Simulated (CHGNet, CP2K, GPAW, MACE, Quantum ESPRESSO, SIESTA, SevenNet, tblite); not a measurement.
# Running GaN(111) slab, H on both faces (54 atoms) with tblite

How near does tblite come to plane waves for GaN(111) slab, H on both faces (54 atoms)?

Method: the method is named at each step, in tblite 0.8.0.

### 1. The starting structure

The cell holds 54 atoms: 18 Ga, 18 N and 18 H. Its edges and angles: a = 9.546 Å, b = 9.546 Å, c = 17.828 Å, α = 90.0°, β = 90.0°, γ = 120.0°. It derives from GaN (zinc-blende). Zinc-blende GaN (a = 4.5 Å), (111) slab of 4 atomic planes, 3 x 3 surface cells, H on the broken bonds of both faces, 12 Å of vacuum; displaced by a Gaussian of 0.02 Å. Then every atom was moved at random, 0.02 Å r.m.s. a Cartesian component (hydrogen 0.6 of that). Regions: slab, 36 atoms (18 Ga and 18 N); hydrogen, 18 atoms (18 H). Vacuum lies along c.

The yardstick, on the same geometry:

- method: Kohn-Sham DFT, PBE, SSSP efficiency 1.3.0 pseudopotentials, plane waves (Quantum ESPRESSO 7.5); sssp-pbe-1.3.0-efficiency, cutoffs 70/560 Ry, Γ point
- r.m.s. force component: 1.159 eV/Å
- longest force: 4.334 eV/Å
- gap (highest filled to lowest empty level): 1.524 eV
- time: 27 min on 1 thread of Arm Neoverse V2, shared host
- CPU time: 27 min

### 2. GFN1-xTB

Method: GFN1-xTB tight binding, diagonalisation.

Input file run.py:

```python
import numpy as np
from ase.io import read
from tblite.ase import TBLite

atoms = read("structure.xyz")
atoms.calc = TBLite(method="GFN1-xTB", electronic_temperature=580, accuracy=1.0, max_iterations=250, mixer_damping=0.1, verbosity=1)
energy = atoms.get_potential_energy()
forces = atoms.get_forces()
print(f"energy {energy:.6f} eV")
print("forces (eV/A)")
for i, (a, f) in enumerate(zip(atoms, forces)):
    print(f"{i:4d} {a.symbol:2s} {f[0]:10.5f} {f[1]:10.5f} {f[2]:10.5f}")
print("charges (e)")
print(np.array2string(atoms.get_charges(), precision=4, suppress_small=True, max_line_width=110, threshold=100000))
```

Input file structure.xyz:

```xyz
54
Lattice="9.54594 0.00000 0.00000 -4.77297 8.26703 0.00000 0.00000 0.00000 17.82760" Properties=species:S:1:pos:R:3 pbc="T T T"
Ga 0.00215 7.33608 7.69386
N 0.00816 5.52494 6.98806
Ga -1.58615 6.46482 10.25354
N 0.03818 7.31814 9.59963
Ga 1.61675 4.56712 7.67193
N 1.58854 2.78053 7.04351
Ga 0.01141 3.73232 10.27993
N 1.55666 4.58506 9.58465
Ga 3.15909 7.35146 7.69831
N 3.17541 5.49766 6.99198
Ga 1.62887 6.44787 10.30364
N 3.19250 7.37411 9.63849
Ga 3.19025 1.87215 7.62451
N -1.55680 8.26166 6.98307
Ga 1.56740 0.85258 10.22752
N 3.26127 1.83958 9.60801
Ga 4.75345 4.60813 7.66373
N 4.75770 2.74036 6.94332
Ga 3.14486 3.66701 10.26549
N 4.78872 4.55282 9.69608
Ga -3.18992 7.36320 7.62219
N -3.18414 5.52089 7.02907
Ga 4.77560 6.42853 10.28617
N -3.22567 7.32624 9.64990
Ga 6.37468 1.80618 7.65909
N 6.38805 0.01190 7.02764
Ga 4.77770 0.94368 10.24659
N 6.34824 1.77477 9.63314
Ga -1.56324 4.64128 7.67567
N -1.49451 2.78797 7.00250
Ga 6.40638 3.68726 10.25283
N -1.61107 4.59019 9.62263
Ga -0.03995 1.78940 7.69724
N 9.50103 0.00868 7.04262
Ga 7.93941 0.91706 10.21397
N -0.04181 1.85512 9.60925
H -0.03632 5.51684 6.02965
H -1.60186 6.41001 11.81845
H 1.60811 2.72068 5.99756
H -0.01919 3.68114 11.82326
H 3.19966 5.54048 5.99507
H 1.57274 6.47201 11.86052
H 3.18142 0.00504 6.00113
H 1.57088 0.91285 11.79100
H 4.79058 2.76077 6.00006
H 3.20829 3.65320 11.82772
H 6.33960 5.50295 6.01824
H 4.75560 6.43043 11.81292
H 1.55432 8.25934 5.98152
H 4.74734 0.90598 11.82861
H 7.96470 2.73201 6.00166
H 6.39177 3.72330 11.83111
H 9.50714 0.01149 5.93784
H 7.95096 0.89375 11.81560
```

On the command line:

```
> OMP_NUM_THREADS=1 python run.py > output.txt
```

The log of the run:

```text
------------------------------------------------------------
  cycle        total energy    energy error   density error
------------------------------------------------------------
      1     -85.65202112172  -8.5977046E+01   7.9411719E-01
      2     -88.58350983351  -2.9314887E+00   6.3233603E-01
      3     -89.92646749749  -1.3429577E+00   3.1652143E-01
      4     -89.05822646841   8.6824103E-01   3.8144098E-01
      5     -90.35737811976  -1.2991517E+00   1.8291695E-01
      6     -90.54425274640  -1.8687463E-01   1.1145024E-01
      7     -91.03064444854  -4.8639170E-01   4.1823971E-02
      8     -91.05733764247  -2.6693194E-02   2.2364874E-02
      9     -91.06500655713  -7.6689147E-03   8.3859532E-03
     10     -91.06656225980  -1.5557027E-03   2.7514530E-03
     11     -91.06647864187   8.3617933E-05   2.9025620E-03
     12     -91.06650792012  -2.9278247E-05   2.5857548E-03
     13     -91.06665714387  -1.4922376E-04   1.0812588E-03
     14     -91.06668092494  -2.3781069E-05   3.7450163E-04
     15     -91.06668365514  -2.7301968E-06   1.0796305E-04
     16     -91.06668393332  -2.7817916E-07   1.0872996E-04
     17     -91.06668415928  -2.2596562E-07   7.0468630E-05
     18     -91.06668425158  -9.2295252E-08   4.3667803E-05
     19     -91.06668430478  -5.3198974E-08   1.4027163E-05
------------------------------------------------------------
 total:                                   1.232 sec
energy -2478.050701 eV
forces (eV/A)
   0 Ga    0.16634    0.06145    0.64651
   1 N     0.40426   -0.02132    1.80258
   2 Ga    0.04230   -0.29302    0.49459
   3 N    -0.27327    0.36668   -0.41521
   4 Ga   -0.44408    0.57203    0.71041
   5 N    -0.23178   -0.87847   -2.12442
   6 Ga   -0.43939   -0.64560    0.26301
   7 N     0.65965    0.50983   -0.48031
   8 Ga    0.07247   -0.46544    1.01443
   9 N     0.01379    0.41544   -0.13120
  10 Ga   -0.19230   -0.32055    0.24912
  11 N     0.07255   -0.69143   -1.16825
  12 Ga    0.00147   -0.45089    1.54440
  13 N    -0.38970    0.17376    0.66617
  14 Ga    0.24215    1.18433    0.47251
  15 N    -1.41357   -0.03846   -1.33473
  16 Ga    0.21669   -0.48038    1.64858
  17 N     0.50280    0.27168    2.82323
  18 Ga    0.16358   -0.07444    0.48264
  19 N    -0.39986    0.47986   -1.79295
  20 Ga    0.16774    0.10883    1.61135
  21 N    -0.06621   -0.08236   -0.90647
  22 Ga   -0.40766   -0.42468    0.21643
  23 N     0.59070   -0.18274   -1.94783
[...]
46 H     0.03699   -0.02173   -0.45474
  47 H    -0.00558    0.02765    1.05060
  48 H     0.15797    0.00366    0.85020
  49 H     0.03313   -0.00692    0.38119
  50 H     0.09678    0.06835   -0.65520
  51 H     0.04950   -0.10415    0.44990
  52 H    -0.06846    0.01653    2.23226
  53 H    -0.00656    0.04593    0.27667
charges (e)
[ 0.4839 -0.5044  0.4317 -0.4859  0.4876 -0.4796  0.433  -0.4786  0.4809 -0.4924  0.4275 -0.484   0.4702
 -0.4978  0.4261 -0.4877  0.4666 -0.5068  0.4292 -0.4842  0.4611 -0.4822  0.4337 -0.4778  0.4698 -0.4763
  0.4423 -0.4778  0.4803 -0.4972  0.4397 -0.4815  0.4846 -0.4616  0.4484 -0.4914  0.1804 -0.1083  0.1622
 -0.1014  0.1743 -0.1005  0.1755 -0.1094  0.1833 -0.1077  0.1706 -0.1038  0.1634 -0.1129  0.1697 -0.1132
  0.1515 -0.1231]
```

It took 1.7 s on 1 thread of Arm Neoverse V2, shared host; peak memory 0.1 GiB.

Banners, paths, timers and routine set-up lines are dropped from the logs unmarked, and long logs keep their key lines alone; longer cuts are marked.

Compared with the plane-wave run:

| Quantity | Value |
| --- | --- |
| r.m.s. force component | 0.8747 eV/Å |
| r.m.s. difference of force components | 475.7 meV/Å |
| longest difference of force vectors | 1387 meV/Å |
| force difference over r.m.s. force | 41.04 % |
| slope of forces against the reference's | 0.7005 |
| correlation of force components | 0.9283 |

Length of the force difference by element (eV/Å):

```csv
element,atoms,mean,most
Ga,18,0.75,1.4
H,18,0.46,0.69
N,18,0.99,1.4
```

Local excerpt of 11 atoms (numbers count through the whole input) about H54, whose charge lies farthest from its element's mean; x, y, z are measured from there.

```csv
atom,x,y,z,distance (Å),bonds,Mulliken charge (e),Fx,Fy,Fz (eV/Å)
H54,0.00,0.00,0.00,0.00,1,-0.12,-0.01,0.05,0.28
Ga35,-0.01,0.02,-1.60,1.60,4,0.45,0.24,0.19,1.40
N12,0.01,-1.79,-2.18,2.82,4,-0.48,0.07,-0.69,-1.17
N28,-1.60,0.88,-2.18,2.85,4,-0.48,0.29,1.09,-1.41
N36,1.55,0.96,-2.21,2.86,4,-0.49,0.60,0.13,-0.56
H42,-1.61,-2.69,0.04,3.13,1,-0.10,0.03,-0.08,0.56
H48,1.58,-2.73,0.00,3.15,1,-0.10,-0.01,0.03,1.05
H44,3.17,0.02,-0.02,3.17,1,-0.11,0.03,0.02,0.64
H40,1.58,2.79,0.01,3.20,1,-0.10,0.06,0.02,0.76
H50,-3.20,0.01,0.01,3.20,1,-0.11,0.03,-0.01,0.38
H52,-1.56,2.83,0.02,3.23,1,-0.11,0.05,-0.10,0.45
```

Atoms are counted from 1 here, from 0 in the log.

Forces lie 41 % from the reference's, at 0.0010 times its CPU time.

### 3. Relaxation (GFN1-xTB)

Method: GFN1-xTB tight binding, diagonalisation.

Input file run.py:

```python
import numpy as np
from ase.io import read
from ase.optimize import LBFGS
from tblite.ase import TBLite

atoms = read("structure.xyz")
atoms.calc = TBLite(method="GFN1-xTB", electronic_temperature=580, accuracy=1.0, max_iterations=250, mixer_damping=0.1, verbosity=0)
opt = LBFGS(atoms, trajectory="path.traj")
done = opt.run(fmax=0.05, steps=300)
print("converged" if done else "step limit reached")
```

structure.xyz is that of step 2.

On the command line:

```
> OMP_NUM_THREADS=2 python run.py > output.txt
```

The log of the run:

```text
Step          Energy          fmax
LBFGS:    0    -2478.050701        3.869818
LBFGS:    1    -2479.128371        1.740276
LBFGS:    2    -2479.616906        2.044710
LBFGS:    3    -2479.863787        0.574291
LBFGS:    4    -2479.991166        0.699583
LBFGS:    5    -2480.249131        0.742700
LBFGS:    6    -2480.362444        0.573477
LBFGS:    7    -2480.445103        0.417107
LBFGS:    8    -2480.475919        0.233066
LBFGS:    9    -2480.490108        0.145769
LBFGS:   10    -2480.495518        0.091349
LBFGS:   11    -2480.498165        0.066556
LBFGS:   12    -2480.500047        0.056924
LBFGS:   13    -2480.501140        0.052040
LBFGS:   14    -2480.501698        0.034109
converged
```

Elapsed: 11 s, on 2 threads; peak memory 0.1 GiB.

Step by step:

```csv
step,energy less that of the first step (eV),largest force (eV/Å)
0,0.0000,3.8698
1,-1.0777,1.7403
2,-1.5662,2.0447
3,-1.8131,0.5743
4,-1.9405,0.6996
5,-2.1984,0.7427
6,-2.3117,0.5735
7,-2.3944,0.4171
8,-2.4252,0.2331
9,-2.4394,0.1458
10,-2.4448,0.0913
11,-2.4475,0.0666
12,-2.4493,0.0569
13,-2.4504,0.0520
14,-2.4510,0.0341
```

The atoms that moved most (Å):

```csv
atom,dx,dy,dz,length
H44,0.014,0.001,0.175,0.176
H37,0.029,0.004,-0.163,0.166
H48,0.014,-0.001,0.163,0.164
N34,0.034,-0.006,-0.158,0.162
H54,-0.001,0.018,0.160,0.161
Ga35,0.014,0.000,0.160,0.160
N6,0.005,-0.029,-0.154,0.157
H38,0.001,0.021,0.152,0.153
```

First to last step the energy falls by 2.451 eV; the largest move, 0.18 Å, is that of H44.

### 4. Local order at the end (GFN1-xTB)

Normalised to the volume that the atoms fill. Pair distribution functions g(r), in bins of 0.2 Å:

```csv
r (Å),total,Ga-Ga,Ga-H,Ga-N,H-H,H-N,N-N
1.00,1.50,0.00,0.00,0.00,0.00,6.75,0.00
1.20,0.00,0.00,0.00,0.00,0.00,0.00,0.00
1.40,0.00,0.00,0.00,0.00,0.00,0.00,0.00
1.60,0.59,0.00,2.69,0.00,0.00,0.00,0.00
1.80,0.00,0.00,0.00,0.00,0.00,0.00,0.00
2.00,2.84,0.00,0.00,12.78,0.00,0.00,0.00
2.20,0.00,0.00,0.00,0.00,0.00,0.00,0.00
2.40,0.00,0.00,0.00,0.00,0.00,0.00,0.00
2.60,0.71,0.00,3.21,0.00,0.00,0.00,0.00
2.80,0.00,0.00,0.00,0.00,0.00,0.00,0.00
3.00,0.53,0.00,0.00,0.00,0.00,2.39,0.00
3.20,3.69,12.41,0.00,0.00,8.42,0.00,12.41
3.40,0.85,0.00,0.00,0.00,0.00,3.81,0.00
3.60,0.74,0.00,3.33,0.00,0.00,0.00,0.00
3.80,1.35,0.00,0.00,6.05,0.00,0.00,0.00
4.00,0.47,0.00,0.76,1.38,0.00,0.00,0.00
4.20,0.38,0.00,0.51,0.00,0.00,1.22,0.00
4.40,0.25,0.00,0.00,0.00,0.00,1.11,0.00
4.60,0.67,2.04,0.97,0.00,0.00,0.00,2.03
4.80,0.20,0.00,0.90,0.00,0.00,0.00,0.00
5.00,0.96,0.00,0.00,4.33,0.00,0.00,0.00
5.20,0.52,0.00,1.58,0.00,0.00,0.78,0.00
5.40,0.54,0.05,0.00,0.00,0.37,2.17,0.10
5.60,1.93,5.45,0.67,0.00,2.42,1.35,5.40
5.80,0.70,0.00,1.92,1.25,0.00,0.00,0.00
6.00,0.26,0.00,0.00,1.19,0.00,0.00,0.00
6.20,0.37,0.00,0.00,0.00,0.00,1.67,0.00
6.40,1.21,2.09,0.77,0.00,3.15,1.02,2.09
```

Bonds by pair of elements; cutoffs follow the first minimum of g(r), held within bounds set by covalent radii, and pairs that aren't listed don't count as bonded:

```csv
pair A-B,cutoff (Å),bonds,mean length (Å),spread (Å),shortest (Å),B about A,A about B
Ga-N,2.38,63,1.99,0.021,1.93,3.5,3.5
H-N,1.27,9,1.02,0,1.02,0.5,0.5
Ga-H,1.84,9,1.60,0.001,1.60,0.5,0.5
```

How many atoms have how many bonded neighbours:

```csv
element,mean,1,4
Ga,4,0,18
H,1,18,0
N,4,0,18
```

### 5. Results

```
force difference from the reference        : tblite GFN1-xTB, 41 %
its CPU time                               : 1.7 s
energy change in the relaxation (GFN1-xTB) : -45.39 meV/atom
r.m.s. displacement (GFN1-xTB)             : 0.1143 Å
```

Tight binding differs by 41 % (tblite GFN1-xTB); it is another model, with fitted parameters of its own, and the xTB methods hold dispersion. One electronic-structure run takes under half the reference's CPU time: tblite GFN1-xTB, at 41 % in 1.7 s against 27 min. The relaxation (GFN1-xTB): first to last step the energy falls by 2.451 eV; the largest move, 0.18 Å, is that of H44. Periodic xTB results under one method name differ between programs and library versions. Caps of real hydrogen don't mimic the fractional bonds of a polar compound, so surface states and strained caps may belong to the model. The electronic-structure runs sample only Γ, in a cell whose shortest periodic width is 8 Å.

[Also dropped from logs without a mark: logging warnings of Python, and SIESTA's first energy breakdown and zero terms.]

[Logs are printed without paths, hosts, clocks, repeated set-up lines and the standing remarks that a program may print on its own settings, such as how far it seeks lower states.]

[Hosts, paths, dates, database ids (printed as entryN), source tags and the programs' standing remarks are cut or masked in the printed files.]
